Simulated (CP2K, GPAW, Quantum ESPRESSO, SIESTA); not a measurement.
## Quantum ESPRESSO on C(110) slab, H on the bottom face (210 atoms): settings compared

How far do other settings of Quantum ESPRESSO move the forces in C(110) slab, H on the bottom face (210 atoms)? One run of the same program serves as the yardstick.

Main program and level: Quantum ESPRESSO 7.5; the method is named at each step.

## (1) The structure

The cell holds 210 atoms: 180 C and 30 H. Cell: a = 12.611 Å, b = 10.701 Å, c = 19.196 Å, α = 90.0°, β = 90.0°, γ = 90.0°. It derives from C (diamond-structure). Diamond-structure C (a = 3.567 Å), (110) slab of 6 atomic planes, 5 x 3 surface cells, H on the broken bonds of the bottom face, 12 Å of vacuum; displaced by a Gaussian of 0.02 Å. Then every atom was moved at random, 0.03 Å r.m.s. a Cartesian component (hydrogen 0.6 of that). Regions: slab, 180 atoms (180 C); hydrogen, 30 atoms (30 H). Vacuum lies along c.

The yardstick, on the same geometry:

```
method                                           : Kohn-Sham DFT, PBE, SSSP efficiency 1.3.0 pseudopotentials, plane waves (Quantum ESPRESSO 7.5); sssp-pbe-1.3.0-efficiency, cutoffs 60/480 Ry, Γ point
r.m.s. force component                           : 1.725 eV/Å
longest force                                    : 6.143 eV/Å
gap (highest filled to lowest empty level) : 0.5489 eV
time                                             : 55 min on 1 thread of Arm Neoverse V2, shared host
CPU time                                         : 55 min
```

## (2) PBE, sssp-1.3.0-efficiency, 35/280 Ry

Method: Kohn-Sham DFT, PBE, SSSP efficiency 1.3.0 pseudopotentials, plane waves.

File pw.in:

```
&control
  calculation = 'scf'
  pseudo_dir = './pseudo'
  outdir = './tmp'
  disk_io = 'none'
  tprnfor = .true.
/
&system
  ibrav = 0
  nat = 210
  ntyp = 2
  ecutwfc = 35
  ecutrho = 280
  nosym = .true.
  occupations = 'smearing'
  smearing = 'fd'
  degauss = 0.003675
/
&electrons
  conv_thr = 1.1e-06
  electron_maxstep = 100
  mixing_beta = 0.2
  mixing_mode = 'local-TF'
  diagonalization = 'david'
/
ATOMIC_SPECIES
C 12.011 C.upf
H 1.008 H.upf
CELL_PARAMETERS angstrom
12.61125 0.00000 0.00000
0.00000 10.70100 0.00000
0.00000 0.00000 19.19561
ATOMIC_POSITIONS crystal
C 0.90047 0.16544 0.35868
C 0.99961 0.08516 0.35876
C 0.00217 0.99974 0.42430
C 0.89902 0.25417 0.42472
C 0.89928 0.17002 0.49166
C 0.99369 0.08827 0.49033
C 0.00394 0.00123 0.55519
C 0.90247 0.24464 0.55528
C 0.89558 0.16541 0.61937
C 0.00121 0.08666 0.62431
C 0.00574 0.00293 0.68536
C 0.89468 0.24798 0.68543
C 0.09936 0.16766 0.35800
C 0.20103 0.07858 0.36034
C 0.20248 0.99720 0.42715
C 0.10207 0.25270 0.42851
C 0.09745 0.16414 0.49106
C 0.19768 0.08606 0.49055
C 0.19667 0.00782 0.55318
C 0.09727 0.24868 0.55427
C 0.10129 0.16943 0.62137
C 0.19850 0.08534 0.62525
C 0.19768 0.00643 0.68643
C 0.10308 0.24970 0.68697
C 0.90051 0.50141 0.36069
C 0.00003 0.41578 0.35861
C 0.00192 0.33337 0.42492
C 0.89741 0.58654 0.42695
C 0.90325 0.50439 0.48958
C 0.99581 0.41874 0.49570
C 0.00160 0.33804 0.55676
C 0.90469 0.58631 0.55330
C 0.90194 0.50007 0.62092
C 0.00256 0.41747 0.62275
C 0.99964 0.33001 0.68871
C 0.89731 0.58934 0.68949
C 0.30085 0.16823 0.35743
C 0.39942 0.08355 0.35725
C 0.40111 0.00214 0.42500
C 0.30104 0.24968 0.42308
C 0.29907 0.16621 0.49025
C 0.40183 0.08125 0.48993
C 0.40112 0.00264 0.55689
C 0.30068 0.25618 0.55580
C 0.29878 0.16794 0.62204
C 0.40038 0.07886 0.62300
C 0.39564 0.99732 0.68721
C 0.29893 0.24703 0.68906
C 0.10075 0.50062 0.35805
C 0.20254 0.42036 0.35776
C 0.19735 0.33323 0.42389
C 0.10360 0.58265 0.42535
C 0.10142 0.50189 0.49095
C 0.19827 0.41805 0.49041
C 0.20224 0.33522 0.55551
C 0.09921 0.58201 0.55593
[... 150 atom lines left out ...]
H 0.50138 0.89203 0.31260
H 0.60281 0.69371 0.31372
H 0.70084 0.89406 0.31327
H 0.79850 0.69394 0.31268
K_POINTS gamma
```

The run is started by

```bash
$ OMP_NUM_THREADS=1 mpirun -np 4 pw.x -in pw.in > output.txt
```

The program printed:

```text
Program PWSCF
     gamma-point specific algorithms are used
     one sub-group per band group will be used
     scalapack distributed-memory algorithm (size of sub-group:  2*  2 procs)
     Parallelization info
     sticks:   dense  smooth     PW     G-vecs:    dense   smooth      PW
     Min        2682    1339    335               345818   122243   15283
     Max        2686    1342    338               345827   122254   15290
     Sum       10733    5361   1347              1383281   488985   61143
     bravais-lattice index     =            0
     lattice parameter (alat)  =      23.8318  a.u.
     unit-cell volume          =   17481.5935 (a.u.)^3
     number of atoms/cell      =          210
     number of atomic types    =            2
     number of electrons       =       750.00
     number of Kohn-Sham states=          450
     kinetic-energy cutoff     =      35.0000  Ry
     charge density cutoff     =     280.0000  Ry
     scf convergence threshold =      1.1E-06
     mixing beta               =       0.2000
     number of iterations used =            8  local-TF  mixing
     Exchange-correlation= PBE
                           (   1   4   3   4   0   0   0)
     crystal axes: (cart. coord. in units of alat)
               a(1) = (   1.000000   0.000000   0.000000 )
               a(2) = (   0.000000   0.848528   0.000000 )
               a(3) = (   0.000000   0.000000   1.522102 )
     reciprocal axes: (cart. coord. in units 2 pi/alat)
               b(1) = (  1.000000  0.000000  0.000000 )
               b(2) = (  0.000000  1.178511  0.000000 )
               b(3) = (  0.000000  0.000000  0.656986 )
     PseudoPot. # 1 for C :
     Pseudo is Projector augmented-wave + core cor, Zval =  4.0
     PseudoPot. # 2 for H :
     Pseudo is Ultrasoft, Zval =  1.0
     atomic species   valence    mass     pseudopotential
     C                 4.00    12.01100     C ( 1.00)
     H                 1.00     1.00800     H ( 1.00)
     No symmetry found
   Cartesian axes
     number of k points=     1  Fermi-Dirac smearing, width (Ry)=  0.0037
                       cart. coord. in units 2pi/alat
        k(    1) = (   0.0000000   0.0000000   0.0000000), wk =   2.0000000
     Dense  grid:   691641 G-vectors     FFT dimensions: ( 128, 108, 200)
     Smooth grid:   244493 G-vectors     FFT dimensions: (  90,  80, 144)
     Check: negative core charge=   -0.000004
     Initial potential from superposition of free atoms
     starting charge     749.9922, renormalised to     750.0000
     negative rho (up, down):  3.701E-03 0.000E+00
     Starting wfcs are  750 randomized atomic wfcs
     Self-consistent Calculation
     iteration #  1     ecut=    35.00 Ry     beta= 0.20
     negative rho (up, down):  5.674E-05 0.000E+00
     total energy              =   -3351.99982426 Ry
     estimated scf accuracy    <      14.08028490 Ry
     iteration #  2     ecut=    35.00 Ry     beta= 0.20
     negative rho (up, down):  4.036E-04 0.000E+00
     total energy              =   -3347.10261081 Ry
     estimated scf accuracy    <      10.70030430 Ry
     iteration #  3     ecut=    35.00 Ry     beta= 0.20
     negative rho (up, down):  3.012E-05 0.000E+00
     total energy              =   -3348.37186725 Ry
     estimated scf accuracy    <       0.87034540 Ry
     iteration #  4     ecut=    35.00 Ry     beta= 0.20
     negative rho (up, down):  1.320E-05 0.000E+00
     total energy              =   -3348.35106337 Ry
     estimated scf accuracy    <       0.75045524 Ry
     iteration #  5     ecut=    35.00 Ry     beta= 0.20
     negative rho (up, down):  1.085E-05 0.000E+00
     total energy              =   -3348.30417942 Ry
     estimated scf accuracy    <       0.52328828 Ry
     iteration #  6     ecut=    35.00 Ry     beta= 0.20
[...]
total energy              =   -3348.27681764 Ry
     estimated scf accuracy    <       0.35641148 Ry
[...]
total energy              =   -3348.19546508 Ry
[...]
iteration # 24     ecut=    35.00 Ry     beta= 0.20
[...]
total energy              =   -3348.19546754 Ry
     estimated scf accuracy    <       0.00000386 Ry
     iteration # 25     ecut=    35.00 Ry     beta= 0.20
     negative rho (up, down):  4.743E-03 0.000E+00
     total energy              =   -3348.19546900 Ry
     estimated scf accuracy    <       0.00000123 Ry
     iteration # 26     ecut=    35.00 Ry     beta= 0.20
     negative rho (up, down):  4.707E-03 0.000E+00
     End of self-consistent calculation
          k = 0.0000 0.0000 0.0000 ( 30572 PWs)   bands (ev):
   -18.5497 -17.8668 -17.7757 -17.5660 -17.5166 -17.1532 -16.9002 -16.8440
   -16.7833 -16.7315 -16.4496 -16.4036 -16.1770 -16.1672 -15.7263 -15.6303
   -15.5122 -15.4673 -15.4498 -15.3928 -15.2347 -14.8449 -14.7692 -14.7481
   -14.6933 -14.6218 -14.5796 -14.5218 -14.5171 -14.3979 -14.3207 -14.2749
   -14.2573 -14.0374 -13.8957 -13.8799 -13.8306 -13.7575 -13.7048 -13.6418
   -13.5953 -13.4717 -13.4436 -13.4067 -13.3585 -13.3247 -13.3072 -12.9479
[...]
8.6097   8.6293   8.6486   8.6786   8.7078   8.7852   8.8192   8.8517
     8.9440   8.9718   8.9818   8.9920   9.0499   9.0684   9.1033   9.1368
     9.1497   9.1802   9.1923   9.2207   9.2264   9.2434   9.2543   9.2785
     9.2956   9.3130
     the Fermi energy is     3.1050 ev
!    total energy              =   -3348.19547029 Ry
     estimated scf accuracy    <       0.00000040 Ry
     smearing contrib. (-TS)   =      -0.00103295 Ry
     internal energy E=F+TS    =   -3348.19443735 Ry
     The total energy is F=E-TS. E is the sum of the following terms:
     one-electron contribution =  -29949.73625952 Ry
     hartree contribution      =   15259.81674025 Ry
     xc contribution           =    -859.02869440 Ry
     ewald contribution        =   13310.25077392 Ry
     one-center paw contrib.   =   -1109.49699760 Ry
     convergence has been achieved in  26 iterations
     negative rho (up, down):  4.707E-03 0.000E+00
     Forces acting on atoms (cartesian axes, Ry/au):
     atom    1 type  1   force =    -0.02286453   -0.03304522    0.06854382
     atom    2 type  1   force =     0.02032458    0.03628201    0.03430250
     atom    3 type  1   force =    -0.07482545    0.03172723   -0.00395720
     atom    4 type  1   force =     0.03457772   -0.05574246   -0.02282733
     atom    5 type  1   force =    -0.01582361   -0.04760342   -0.06102725
     atom    6 type  1   force =     0.15643809   -0.08591879   -0.01299785
[...]
atom  208 type  2   force =    -0.00775902    0.01167066   -0.01051285
     atom  209 type  2   force =    -0.00243370   -0.00391521   -0.01790099
     atom  210 type  2   force =     0.00513284   -0.01203923   -0.02550459
     Total force =     1.679983     Total SCF correction =     0.001443
     Message from routine punch:
     Nothing written, as per user request (disk_io='none')
```

Run time: 7.9 min. Hardware: 4 MPI ranks of Arm Neoverse V2, shared host; peak memory 7.5 GiB; 32 min of CPU time.

Banners, paths, timers and routine set-up lines are dropped from the logs unmarked, and long logs keep their key lines alone; longer cuts are marked.

Against the reference:

| Quantity | Value |
| --- | --- |
| r.m.s. force component | 1.721 eV/Å |
| r.m.s. difference of force components | 12.33 meV/Å |
| longest difference of force vectors | 58.11 meV/Å |
| force difference over r.m.s. force | 0.7146 % |
| slope of forces against the reference's | 0.9976 |
| correlation of force components | 1 |
| gap (highest filled to lowest empty level) | 0.5487 eV |
| gap difference | -0.0002 eV |
| energy less the same-level run's | 26.74 meV/atom |
| r.m.s. force difference from the same-level run | 12.33 meV/Å |

This is a coarse setting, run to see what it loses.

Length of the force difference by element (eV/Å):

| element | atoms | mean | most |
| --- | --- | --- | --- |
| C | 180 | 0.014 | 0.046 |
| H | 30 | 0.037 | 0.058 |

Levels nearest the highest filled one (eV from it): -0.47, -0.35, -0.33, -0.30, -0.24, -0.19, -0.16, -0.11, -0.08, -0.06, -0.02, 0.00, 0.55, 0.56, 0.58, 0.63, 0.76, 0.77, 0.84, 0.88, 0.99, 1.04, 1.06, 1.06.

The surroundings of C179, which has 3 bonded neighbours where the commonest count for C is 4, nearest first, numbered as they follow in the input and with coordinates relative to it.

| atom | x | y | z | distance (Å) | bonds | Fx | Fy | Fz (eV/Å) |
| --- | --- | --- | --- | --- | --- | --- | --- | --- |
| C179 | 0.00 | 0.00 | 0.00 | 0.00 | 3 | 1.14 | -4.49 | -0.08 |
| C178 | 0.06 | 0.87 | -1.21 | 1.49 | 4 | -0.88 | 3.38 | 1.99 |
| C156 | -1.22 | -0.88 | 0.04 | 1.51 | 3 | 0.14 | 3.77 | -1.74 |
| C36 | 1.27 | -0.83 | 0.07 | 1.52 | 3 | 0.28 | 2.95 | -2.46 |
| C175 | -0.03 | 0.03 | -2.42 | 2.42 | 4 | 3.67 | -2.18 | -3.20 |
| C177 | -1.23 | 1.73 | -1.20 | 2.44 | 4 | 1.31 | 2.02 | 0.27 |
| C167 | -2.44 | -0.02 | -0.01 | 2.44 | 3 | -2.07 | -3.71 | -1.06 |
| C153 | -1.19 | -1.78 | -1.23 | 2.47 | 4 | -0.47 | -1.33 | 0.69 |
| C71 | 2.52 | 0.04 | 0.04 | 2.52 | 3 | 0.53 | -4.66 | -0.63 |
| C33 | 1.33 | -1.78 | -1.24 | 2.55 | 4 | 0.06 | -0.08 | 1.27 |
| C69 | 1.35 | 1.80 | -1.24 | 2.57 | 4 | -2.09 | -1.25 | 1.36 |

Forces lie 0.71 % from the reference's, at 0.58 times its CPU time (on 4 against 1 cores).

The difference per atom is largest on H (0.037 eV/Å on average, against 0.014 on C).

Within one program, basis, potentials and functional, energies share a zero. Each run against its twin at the usual cutoff or grid and solver:

| run | twin | Δ energy (meV/atom) | Δ force, r.m.s. (meV/Å) | CPU time over the twin's |
| --- | --- | --- | --- | --- |
| QE PBE, sssp-1.3.0-efficiency, 35/280 Ry | sssp-1.3.0-efficiency, 60/480 Ry | 26.7 | 12.3 | 0.58 (this twin ran on 1 cores) |

## (3) What came out

| Property | Result |
| --- | --- |
| force difference from the reference | QE PBE, sssp-1.3.0-efficiency, 35/280 Ry (coarse), 0.71 % |
| its CPU time | 32 min |

What this shows: Runs with settings chosen to be coarse differ by 0.71 % (QE PBE, sssp-1.3.0-efficiency, 35/280 Ry). PBE gaps agree with the reference's 0.549 eV within 0.001 eV. These are spacings on the run's k-points, which needn't hold the band edges. The runs have no spin polarisation, so any moments at edges, vacancies or dangling bonds can't form. The electronic-structure runs sample only Γ, in a cell whose shortest periodic width is 11 Å.

[Also dropped from logs without a mark: logging warnings of Python, and SIESTA's first energy breakdown and zero terms.]

[Logs are printed without paths, hosts, clocks, repeated set-up lines and the standing remarks that a program may print on its own settings, such as how far it seeks lower states.]

[Hosts, paths, dates, database ids (printed as entryN), source tags and the programs' standing remarks are cut or masked in the printed files.]
